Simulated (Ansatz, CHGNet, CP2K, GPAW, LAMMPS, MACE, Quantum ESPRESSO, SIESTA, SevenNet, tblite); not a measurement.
# Forces in amorphous 73P2O5-20PbO-7Al2O3 (mol %) (88 atoms), program by program

One geometry of amorphous 73P2O5-20PbO-7Al2O3 (mol %) (88 atoms) is solved by several programs and methods. How far do their forces lie from a plane-wave PBE run?

Results are calculated, not measured.

## Step 1: The structure

The cell holds 88 atoms (22 P, 3 Pb, 2 Al and 61 O), with edges of 10.81, 10.81 and 10.81 Å. Recipe: 88 atoms (22 P, 3 Sr, 2 Al, 61 O) placed at random at 2.63 g/cm³, melted at 5000 K for 10 ps at fixed volume with the Morse and Coulomb pair potential with partial charges (Pedone, Malavasi, Menziani, Cormack and Segre, J. Phys. Chem. B 110, 11780 (2006)). Quenched from 5000 K to 300 K at 10 K/ps and fixed volume, held 10 ps at zero pressure, then minimised at fixed cell. Then Sr was replaced by Pb and the cell scaled by 1.008 (the potential has no terms for the new elements, so the cell is a start for a DFT relaxation). The density is 3.06 g/cm³.

## Step 2: The reference input

Quantum ESPRESSO 7.5: Kohn-Sham DFT, PBE, SSSP efficiency 1.3.0 pseudopotentials, plane waves. Its input, pw.in:

```
&control
  calculation = 'scf'
  pseudo_dir = './pseudo'
  outdir = './tmp'
  disk_io = 'none'
  tprnfor = .true.
  tstress = .true.
/
&system
  ibrav = 0
  nat = 88
  ntyp = 4
  ecutwfc = 60
  ecutrho = 480
  nosym = .true.
  occupations = 'smearing'
  smearing = 'fd'
  degauss = 0.003675
/
&electrons
  conv_thr = 4.4e-07
  electron_maxstep = 100
  mixing_beta = 0.4
  mixing_mode = 'plain'
  diagonalization = 'david'
/
ATOMIC_SPECIES
P 30.974 P.upf
Pb 207.200 Pb.upf
Al 26.982 Al.upf
O 15.999 O.upf
CELL_PARAMETERS angstrom
10.81220 0.00000 0.00000
0.00000 10.81220 0.00000
0.00000 0.00000 10.81220
ATOMIC_POSITIONS crystal
P 0.81820 0.19644 0.35154
P 0.53365 0.46198 0.53008
P 0.91850 0.79954 0.07073
P 0.92143 0.39195 0.00296
[... 82 atom lines left out ...]
O 0.34940 0.91513 0.35558
O 0.41682 0.61794 0.89420
K_POINTS gamma
```

```console
$ OMP_NUM_THREADS=1 mpirun -np 4 pw.x -in pw.in > output.txt
```

It took 3.6 min on 4 MPI ranks of Arm Neoverse V2, shared host; peak memory 4.1 GiB.

It converged with an r.m.s. force component of 1.3 eV/Å and a pressure of -1.5 GPa.

Its highest filled and lowest empty levels lie 0.88 eV apart on its k-points.

## Step 3: The other programs

- CHGNet: machine-learned potential, published weights.
- CP2K 2026.2: Gaussian basis with GTH pseudopotentials and a plane-wave density; labels give functional, basis (MOLOPT sets; SR short-range, UZH the newer set with its own potentials), grid cutoff/relative cutoff and solver (OT: orbital transformation; TRS4, TC2, SIGN: linear-scaling purification with its sparsity filter), or its built-in tight binding.
- GPAW 26.7.0: PAW with atomic orbitals (LCAO), plane waves or a real-space grid of spacing h.
- MACE: machine-learned potential, published weights.
- SIESTA 5.4.2: numerical atomic orbitals, whose automatically made sets are far from complete, with PseudoDojo norm-conserving potentials that we converted to its format (checked against plane waves on the same files for H, C, O, Si, Ge and Ca alone); labels give functional, basis size, energy shift and mesh cutoff.
- SevenNet: machine-learned potential, published weights.
- tblite 0.8.0: extended tight binding, driven from Python.

All use the same cell and atoms, and the electronic-structure runs the same k-mesh.

## Step 4: All runs compared

Differences are against the reference: forces as r.m.s. over components, share as that over the reference's r.m.s. force, slope as the fitted ratio of a run's forces to the reference's.

```
                                                  run  Δ force, r.m.s. (meV/Å)  share (%)  slope  Δ pressure (GPa)  Δ gap (eV)  cores  CPU time  memory (GiB)
                                            reference                        -          -      -                 -           -      4    14 min           4.1
                              CHGNet r2SCAN potential                      545       41.1  0.795             -5.10           -      1     3.1 s           1.1
CP2K PBE, DZVP-MOLOPT-SR, 300/50 Ry, OT DIIS (coarse)                      198       14.9  1.102             0.741      -0.347      2   4.7 min          0.92
         CP2K PBE, DZVP-MOLOPT-SR, 600/50 Ry, OT DIIS                      171       12.9  1.099             0.648      -0.347      4   6.5 min           2.7
 CP2K PBE, SZV-MOLOPT-SR, 600/50 Ry, OT DIIS (coarse)                     3046        229  0.824              40.8           -      2   6.8 min           1.6
                         GPAW PBE, LCAO dzp, h 0.18 Å                      447       33.7  1.073                 -      -0.299      1      89 s           1.4
                GPAW PBE, LCAO dzp, h 0.25 Å (coarse)                      532       40.1  1.077                 -      -0.297      1      53 s          0.67
           GPAW PBE, LCAO szp(dzp), h 0.18 Å (coarse)                      698       52.6  1.343                 -      -0.600      1   1.7 min           1.3
                         MACE MP-0b3 medium potential                      319       24.0  0.865            -0.562           -      1     7.3 s           1.0
 SIESTA PBE, DZP, shift 0.01 Ry, mesh 100 Ry (coarse)                      253       19.1  1.089              1.84      -0.324      1      48 s          0.49
          SIESTA PBE, DZP, shift 0.01 Ry, mesh 500 Ry                      245       18.4  1.090              1.80      -0.324      2     4 min           1.9
  SIESTA PBE, SZ, shift 0.01 Ry, mesh 500 Ry (coarse)                     3071        231  0.782              38.0           -      1     2 min          0.89
 SIESTA PBE, SZP, shift 0.01 Ry, mesh 500 Ry (coarse)                      777       58.6  1.252              10.6           -      2   4.4 min           1.8
                                 SevenNet 0 potential                      226       17.0  0.972            -0.852           -      1     6.7 s          0.94
                                      tblite GFN1-xTB                      441       33.2  1.082              1.10           -      1     3.9 s          0.12
                                     tblite IPEA1-xTB                      494       37.2  0.799             -4.38           -      1     4.9 s          0.13
```

Rows marked coarse were listed beforehand as settings not expected to be converged; some can still land near the reference.

Times of the machine-learned potentials are mostly Python's start and the loading of weights.

Left out of this page: QE PBE, sssp-1.3.0-efficiency, 60/480 Ry (killed or ended with an error).

Runs without a result: CP2K GFN1-xTB, OT DIIS (not converged); CP2K PBE0 with truncated exchange and ADMM, PBE0 potentials, DZVP-UZH, 600/50 Ry, OT DIIS (cut off at its time limit); CP2K PBE, SZV-MOLOPT-SR, 600/50 Ry, TRS4 filter 1e-05, SCF 1e-06 (not converged); CP2K PBE, SZV-MOLOPT-SR, 600/50 Ry, TRS4 filter 1e-07, SCF 1e-07 (not converged); CP2K PBE, SZV-MOLOPT-SR, 600/50 Ry, TRS4 filter 1e-06, SCF 1e-06 (not converged).

CPU time is summed over cores on shared hosts, so it is rough.

## Step 5: What came out

Forces lie from 13 % (CP2K PBE, DZVP-MOLOPT-SR, 600/50 Ry, OT DIIS) to 231 % (SIESTA PBE, SZ, shift 0.01 Ry, mesh 500 Ry, coarse) of the reference's r.m.s. force of 1.3 eV/Å away from it. The PBE runs in local orbitals, coarse settings apart, differ by 13 % (CP2K PBE, DZVP-MOLOPT-SR, 600/50 Ry, OT DIIS) to 34 % (GPAW PBE, LCAO dzp, h 0.18 Å); basis, grid and potentials can all enter. Tight binding differs by 33 % (tblite GFN1-xTB) to 37 % (tblite IPEA1-xTB); it is another model, with fitted parameters of its own, and the xTB methods hold dispersion. Machine-learned potentials differ by 17 % (SevenNet 0 potential) to 41 % (CHGNet r2SCAN potential); they were trained on other programs' data, some at another functional.

IPEA1-xTB was fitted to ionisation energies and electron affinities, not to forces or charges. Runs with settings chosen to be coarse differ by 15 % (CP2K PBE, DZVP-MOLOPT-SR, 300/50 Ry, OT DIIS) to 231 % (SIESTA PBE, SZ, shift 0.01 Ry, mesh 500 Ry), their programs' other errors included. CP2K PBE, DZVP-MOLOPT-SR, 300/50 Ry, OT DIIS stiffens the forces by a factor of 1.10 while following their directions (correlation 0.995). From CP2K PBE, DZVP-MOLOPT-SR, 300/50 Ry, OT DIIS to the finer CP2K PBE, DZVP-MOLOPT-SR, 600/50 Ry, OT DIIS the share falls from 15 to 13 %. From GPAW PBE, LCAO dzp, h 0.25 Å to the finer GPAW PBE, LCAO dzp, h 0.18 Å the share falls from 40 to 34 %. Pressures at PBE, coarse settings apart, lie +0.65 to +1.80 GPa from the reference's. Gaps at PBE, coarse settings apart, lie -0.35 to -0.30 eV from the reference's. A pressure off by over 25 GPa (CP2K PBE, SZV-MOLOPT-SR, 600/50 Ry, OT DIIS and SIESTA PBE, SZ, shift 0.01 Ry, mesh 500 Ry) is no usable stress for this cell.

Caveats: Periodic xTB results under one method name differ between programs and library versions. The potentials hold different valence shells: 524 electrons in the reference, 494 in CP2K with SZV-MOLOPT-SR; this bears on time and differences. The reference's pressure holds the uncorrected Pulay stress of its 60 Ry basis, so small pressure differences may be the reference's own error. Machine-learned potentials mimic data converged in k, so the reference's own k-point error enters their differences. The quench rate of 10 K/ps is many orders above laboratory rates, so the cell is likely richer in defects and strain than a real sample. The network of bonds at the start is that of the classical potential that made the cell, and needn't be the one that DFT or experiment would give. The electronic-structure runs sample only Γ, in a cell whose shortest periodic width is 11 Å. Spin–orbit coupling is left out, which matters for the levels of the heavy elements. Where levels are smeared, the DFT runs use Fermi–Dirac occupations at 580 K (0.05 eV), and energies are free energies. The reference's cutoffs and mesh weren't converged further here.

[Logs are printed without paths, hosts, clocks, repeated set-up lines and the standing remarks that a program may print on its own settings, such as how far it seeks lower states.]

[Hosts, paths, dates, database ids (printed as entryN), source tags and the programs' standing remarks are cut or masked in the printed files.]

[Cells were taken only where this reference lay near another plane-wave run.]
